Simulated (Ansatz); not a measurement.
# One crystal, many levels of theory: ZnSb (Pbca), part 2 of 2

What gap does each level of theory give for ZnSb (Pbca), and in what time?

Ansatz 0.2.0; density functionals, hybrids and G0W0, plane waves, PAW. Known limits of the many-body steps: finite bands, screening cutoff and k mesh; no spin-orbit coupling in G0W0; d shells not analysed; large ε∞ on the G0W0 mesh; screening cutoff under 40 eV in some runs.

So far. Step 5 (HSE06 on the 2×2×2 mesh): Over mesh and listed points the gap is 0.674 eV, from k = (0.450, 0.000, 0.000) to k = (0.000, 0.000, 0.350). The least direct gap found is 1.090 eV, at k = (0.450, 0.000, 0.000). On the 2×2×2 mesh alone the same run gives 0.906 eV, so that mesh misses an edge of HSE06: 0.906 − 0.674 = +0.232 eV. HSE06 against r2SCAN: 0.674 − 0.398 = +0.276 eV.

In doubt: masses and optical values from hybrid runs of this build are listed as unsure (step 8), which bears on the screening that GW takes from such a start; the program warns that the response may not be converged on this k-mesh (in some of the runs), which bears on dielectric and field responses.

### Step 7. G0W0@r2SCAN, 2×2×2 mesh, 886 empty bands, screening to 100 eV

G0W0 replaces the xc potential by a self-energy built once from the orbitals of the start. Levels are corrected in the window of bands that the input names, at points of the mesh.

This step: G0W0 on r2SCAN, plane waves, PAW.

Contents of input.yaml:

```yaml
crystal:
  lattice:
    - [6.218, 0.0, 0.0]
    - [0.0, 7.741, 0.0]
    - [0.0, 0.0, 8.115]
  atoms:
    - { symbol: Zn, position: [0.4539, 0.1115, 0.8673] }
    - { symbol: Zn, position: [0.0461, 0.8885, 0.3673] }
    - { symbol: Zn, position: [0.9539, 0.3885, 0.1327] }
    - { symbol: Zn, position: [0.5461, 0.6115, 0.6327] }
    - { symbol: Zn, position: [0.5461, 0.8885, 0.1327] }
    - { symbol: Zn, position: [0.9539, 0.1115, 0.6327] }
    - { symbol: Zn, position: [0.0461, 0.6115, 0.8673] }
    - { symbol: Zn, position: [0.4539, 0.3885, 0.3673] }
    - { symbol: Sb, position: [0.142, 0.0841, 0.1083] }
    - { symbol: Sb, position: [0.358, 0.9159, 0.6083] }
    - { symbol: Sb, position: [0.642, 0.4159, 0.8917] }
    - { symbol: Sb, position: [0.858, 0.5841, 0.3917] }
    - { symbol: Sb, position: [0.858, 0.9159, 0.8917] }
    - { symbol: Sb, position: [0.642, 0.0841, 0.3917] }
    - { symbol: Sb, position: [0.358, 0.5841, 0.1083] }
    - { symbol: Sb, position: [0.142, 0.4159, 0.6083] }
kpoints:
  mp_grid: { grid: [2, 2, 2] }
hamiltonian:
  xc: r2scan
scf:
  occupations: { method: fixed }
gw:
  n_empty_bands: 886
  ecut_chi: 100.0
  qp_bands: [v4, c4]
  qp_kpoints: band_edges
  screening: { model: contour_deformation }
```

The run is started by

```
> ansatz run input.yaml --threads 24 --pin off --max-ram 82944MiB --backend cuda --events-out ev --progress --plain --runs-dir out --devices 1 --max-vram 78GiB
```

Numbers of over 12 decimals in the logs are rounded to 6 here.

The log of the run:

```text
GPUs: using 1 of 1 available (devices: 1).
[...]
Crystal: 16 atoms, lattice volume = 390.604 Å³
Basis set: ecut = 500 eV, 9939 PW (Γ), exchange–correlation on 192×240×240 points (64 copies of the dense FFT grid, shifted against one another)
Bands: 130, of which v1, the nominal top of the filled ones, is band 108 counted from 1 (107 counted from 0)
Symmetry: 8 space group operations
[...]
k-points: 8
[...]
7   107      7.9630   -15.4752     1.2683   -13.9955  0.7588     7.7505     7.7516  root *
     7   108      7.9630   -15.4752     1.2683   -13.9955  0.7588     7.7505     7.7516  root *
     7   109      9.9277    -9.2051    -3.5179   -12.7112  0.7713     9.9158     9.9158  root *
     7   110      9.9277    -9.2051    -3.5179   -12.7112  0.7713     9.9158     9.9158  root *
     7   111      9.9277    -9.2051    -3.5179   -12.7112  0.7713     9.9158     9.9158  root *
     7   112      9.9277    -9.2051    -3.5179   -12.7112  0.7713     9.9158     9.9158  root *
[key lines of the parts left out:]
SCF converged after 8 iterations
```

Run time: 18 s. Hardware: 1 × NVIDIA GB200 (shared by 2 runs) with 24 threads of Arm Neoverse V2, shared host; peak memory 5.3 GiB; 60 s of CPU time.

Numbers from this step:

- bands summed: 994
- RPA ε∞ on this mesh (eigenvalues): 30.96, 33.65, 45.69
- plane waves in the screening matrix: 883
- G0W0 gap over the corrected points: 0.7622 eV
- k of the valence top: -0.5, 0, 0
- k of the conduction bottom: 0, 0, -0.5
- starting gap on the mesh: 0.6316 eV
- Z at the valence top: 0.7682
- Z at the conduction bottom: 0.7765
- least direct G0W0 gap over the corrected points: 1.038 eV

Over all 8 irreducible mesh points the G0W0 gap is 0.762 eV, from k = (-0.500, 0.000, 0.000) to k = (0.000, 0.000, -0.500). The r2SCAN gap of this run on the mesh is 0.632 eV. Other states bound it: the two that bound the G0W0 gap lie 0.726 eV apart in r2SCAN, so state for state the correction is 0.762 − 0.726 = +0.036 eV, while gap against gap it is 0.762 − 0.632 = +0.130 eV. The program's warnings for this run: eigensolver not converged.

### Step 8. G0W0@HSE06, 2×2×2 mesh, 412 empty bands, screening to 60 eV

This step: G0W0 on HSE06, plane waves, PAW.

Edit input.yaml of step 7 so:

```diff
@@ -25,3 +25,3 @@
 hamiltonian:
-  xc: r2scan
+  xc: hse06
 scf:
@@ -29,4 +29,4 @@
 gw:
-  n_empty_bands: 886
-  ecut_chi: 100.0
+  n_empty_bands: 412
+  ecut_chi: 60
   qp_bands: [v4, c4]
```

The log of the run:

```text
GPUs: using 1 of 1 available (devices: 1).
[...]
Crystal: 16 atoms, lattice volume = 390.604 Å³
Basis set: ecut = 420 eV, 7639 PW (Γ)
Bands: 130, of which v1, the nominal top of the filled ones, is band 108 counted from 1 (107 counted from 0)
Symmetry: 8 space group operations
[...]
k-points: 8
[...]
1   109      9.7864    -7.4133    -3.2239   -10.5985  0.7901     9.7477     9.7477  root
     1   110      9.7864    -7.4133    -3.2239   -10.5985  0.7901     9.7477     9.7477  root
     1   111      9.9276    -9.8383    -3.2436   -13.2692  0.7893    10.1153    10.1149  root
[...]
7   109     10.0831    -8.8250    -3.3167   -12.2392  0.7856    10.1807    10.1805  root
     7   110     10.0831    -8.8250    -3.3167   -12.2392  0.7856    10.1807    10.1805  root
     7   111     10.0831    -8.8250    -3.3167   -12.2392  0.7856    10.1807    10.1805  root
     7   112     10.0831    -8.8250    -3.3167   -12.2392  0.7856    10.1807    10.1805  root
```

Run time: 35 s. Hardware: 1 × NVIDIA GB200 (shared by 2 runs) with 24 threads; peak memory 3.3 GiB.

This step gave:

```yaml
bands_summed: 520
rpa_eps_infinity_on_this_mesh_eigenvalues: 22.86, 26.60, 28.45
plane_waves_in_the_screening_matrix: 413
g0w0_gap_over_the_corrected_points: 0.7313 eV
k_of_the_valence_top: -0.5, 0, 0
k_of_the_conduction_bottom: 0, 0, -0.5
starting_gap_on_the_mesh: 0.9055 eV
z_at_the_valence_top: 0.7839
z_at_the_conduction_bottom: 0.7901
least_direct_g0w0_gap_over_the_corrected_points: 1.180 eV
```

Over all 8 irreducible mesh points the G0W0 gap is 0.731 eV, from k = (-0.500, 0.000, 0.000) to k = (0.000, 0.000, -0.500). The HSE06 gap of this run on the mesh is 0.906 eV. Other states bound it: the two that bound the G0W0 gap lie 0.919 eV apart in HSE06, so state for state the correction is 0.731 − 0.919 = −0.188 eV, while gap against gap it is 0.731 − 0.906 = −0.175 eV. G0W0@HSE06 against G0W0@r2SCAN with 520 bands (a further run, in the table below): 0.731 − 0.687 = +0.044 eV. The runs also differ in plane-wave cutoff (500 eV and 420 eV), so how much of this comes from the start alone is not known.

### Step 9. The ladder

Each gap is the least one over the points named; times are wall times on shared hosts, not benchmarks. A G0W0 time includes the run's own self-consistent start. Runs with listed points see these and the mesh alone, so an edge that moves elsewhere is missed. Rows marked * are further runs, not shown as steps, whose inputs differ from the G0W0 step on the same start in the columns given; solver thresholds can differ too.

| level | mesh | files, cutoff | bands summed, screening | points | gap (eV) | valence top | conduction bottom | least direct gap (eV) | time |
| --- | --- | --- | --- | --- | --- | --- | --- | --- | --- |
| LDA | 4×4×4 | soft_2 PAW, 420 eV | - | mesh and listed points | none | - | - | 0.374 | 2 s |
| r2SCAN | 4×4×4 | soft_2 PAW, 500 eV | - | mesh and path | 0.398 | (0.400, 0.000, 0.000) | (0.000, 0.000, 0.350) | 0.783 | 5.1 s |
| r2SCAN+SOC | 4×4×4 | soft_2 PAW, 500 eV | - | mesh and listed points | 0.387 | (0.400, 0.000, 0.000) | (0.000, 0.000, 0.350) | 0.767 | 8.1 s |
| HSE06 | 2×2×2 | soft_2 PAW, 420 eV | - | mesh and listed points | 0.674 | (0.450, 0.000, 0.000) | (0.000, 0.000, 0.350) | 1.090 | 16 s |
| PBE0 | 2×2×2 | soft_2 PAW, 420 eV | - | mesh and listed points | 1.206 | (0.400, 0.000, 0.000) | (0.000, 0.000, 0.350) | 1.695 | 17 s |
| G0W0@r2SCAN* | 2×2×2 | soft_2 PAW, 500 eV | 253, 30 eV | all 8 irreducible mesh points | 0.575 | (-0.500, 0.000, 0.000) | (0.000, 0.000, -0.500) | 1.091 | 7.6 s |
| G0W0@r2SCAN* | 2×2×2 | soft_2 PAW, 500 eV | 520, 60 eV | all 8 irreducible mesh points | 0.687 | (-0.500, 0.000, 0.000) | (0.000, 0.000, -0.500) | 1.068 | 9.8 s |
| G0W0@r2SCAN | 2×2×2 | soft_2 PAW, 500 eV | 994, 100 eV | all 8 irreducible mesh points | 0.762 | (-0.500, 0.000, 0.000) | (0.000, 0.000, -0.500) | 1.038 | 18 s |
| G0W0@HSE06 | 2×2×2 | soft_2 PAW, 420 eV | 520, 60 eV | all 8 irreducible mesh points | 0.731 | (-0.500, 0.000, 0.000) | (0.000, 0.000, -0.500) | 1.180 | 35 s |

### Step 10. What came out

```
LDA, over mesh and listed points                                   : none
r2SCAN, over mesh and path                                         : 0.398 eV
r2SCAN+SOC, over mesh and listed points                            : 0.387 eV
HSE06, over mesh and listed points                                 : 0.674 eV
PBE0, over mesh and listed points                                  : 1.206 eV
G0W0@r2SCAN (994 bands, 2×2×2), over all 8 irreducible mesh points : 0.762 eV
G0W0@HSE06, over all 8 irreducible mesh points                     : 0.731 eV
known limits                                                       : finite bands, screening cutoff and k mesh; no spin-orbit coupling in G0W0; d shells not analysed; large ε∞ on the G0W0 mesh; screening cutoff under 40 eV in some runs
```

In words: The rows run from 0.387 eV (r2SCAN+SOC) to 1.206 eV (PBE0). They differ in mesh, plane-wave cutoff, bands and screening cutoff of G0W0 and the points over which the gap was sought as well as in level, so only pairs that share these are like for like. r2SCAN+SOC against r2SCAN: 0.387 − 0.398 = −0.011 eV, with the same mesh, set of files (read in its fully relativistic form for the spin-orbit run) and cutoff, and both edges at the same k points. The spin-orbit run sees mesh and listed points alone, so its gap is an upper bound: the coupling can move an edge off these points, and the change over the zone, its sign included where it is small, is not known. G0W0@r2SCAN (994 bands, 2×2×2) moves the gap of its own start on the mesh by 0.762 − 0.632 = +0.130 eV, with other states at the edges (they lie 0.726 eV apart at the start). Over mesh and path, r2SCAN puts the valence top at k = (0.400, 0.000, 0.000) and conduction bottom at k = (0.000, 0.000, 0.350), where no G0W0 correction was computed. The G0W0 gap over the whole zone is therefore not known from this run; at its settings it can only be equal to or under the 0.762 eV found, and no correction is carried over from another point. For the start itself the gap is 0.398 eV over mesh and path and 0.632 eV on the mesh of the G0W0 run, in runs that differ in mesh (4×4×4 and 2×2×2). G0W0@HSE06 moves the gap of its own start on the mesh by 0.731 − 0.906 = −0.175 eV, with other states at the edges (they lie 0.919 eV apart at the start). Over mesh and listed points, HSE06 puts the valence top at k = (0.450, 0.000, 0.000) and conduction bottom at k = (0.000, 0.000, 0.350), where no G0W0 correction was computed. The G0W0 gap over the whole zone is therefore not known from this run; at its settings it can only be equal to or under the 0.731 eV found, and no correction is carried over from another point. For the start itself the gap is 0.674 eV over mesh and listed points and 0.906 eV on the mesh of the G0W0 run. What spin-orbit coupling does to the G0W0 levels was not computed, so no sum with the G0W0 gap is formed. For G0W0@r2SCAN: from 253 bands and 30 eV to 994 bands and 100 eV the gap moves by 0.762 − 0.575 = +0.187 eV (rung by rung 0.575, 0.687, 0.762 eV); bands and screening cutoff rise together, so their parts are not told apart. A line in one over the bands through the two highest rungs gives 0.762 + (0.762 − 0.687) × 520 / (994 − 520) = 0.844 eV, and through the pair below 0.687 + (0.687 − 0.575) × 253 / (520 − 253) = 0.793 eV. Carried level by level, other states would bound the gap (0.802 eV), so the limit is not known. The other G0W0 rows are shown at one basis each (520 bands), so their distance from the limit is not known here. For G0W0@r2SCAN (994 bands, 2×2×2): the program's warnings for this run: eigensolver not converged. The G0W0 runs are scalar-relativistic. One-shot GW is known to converge slowly in bands for compounds with shallow d shells. The cell holds Zn; the filling of the d shell and its place against the gap were not analysed here. The largest eigenvalue of the RPA ε∞ is large: 46 in G0W0@r2SCAN (2×2×2, 994 bands), 28 in G0W0@HSE06 (2×2×2, 520 bands), 47 in G0W0@r2SCAN (2×2×2, 253 bands) and 46 in G0W0@r2SCAN (2×2×2, 520 bands). A perturbation-theory run of this series on r2SCAN, not shown as a step (4×4×4 (response on 640 points) mesh, soft_2 PAW), gives 20.0, 20.9 and 24.4 (stated error 1.2), so a mesh with so large a value overstates the long-range screening, which bears on the G0W0 gap by an amount not known here. No pair of G0W0 runs that differ in the mesh alone is shown (2×2×2 is a supercell whose nearest images lie 12 Å apart), so the error from the mesh is not known here. G0W0@r2SCAN runs of this series with other atomic data on the same mesh, not shown as steps, give 0.681 eV (hard PAW, 660 eV, 576 bands, screening to 60 eV; the table's row with the same empty bands and screening cutoff has 0.687 eV); where bands and cutoffs differ too, the part of the files is not isolated. A screening cutoff under 40 eV is crude: G0W0@r2SCAN with 253 bands at 30 eV. Failed or unusable runs of this series, left out of the table: G0W0@LDA (2×2×2 mesh, soft_2 PAW files, 420 eV, 412 empty bands) ended, but its record marks the result as not to be used.

[Paths, hosts, dates, memory and timing lines, banners, echoed tables and standing remarks are left out of the program output.]

[Logs are printed without paths, hosts, clocks, repeated set-up lines and the standing remarks that a program may print on its own settings, such as how far it seeks lower states.]

[Runs of the session that timed out or met a known fault of the program may be left out.]

[Cells called generated may have been cut or substituted from an entry of the Crystallography Open Database or the Materials Project.]

[Hosts, paths, dates, database ids (printed as entryN), source tags and the programs' standing remarks are cut or masked in the printed files.]

[Where an RPA ε∞ is given, it is that of the G0W0 mesh and is not shown converged in it. Names of k-points follow the symmetry that the program found, which can be lower than the space group named. Band edges on a path are those of the sampled points; other points can move an edge, and change direct to indirect where valleys lie close.]

[Hybrid gaps are those of their k-mesh and are not shown converged in it.]
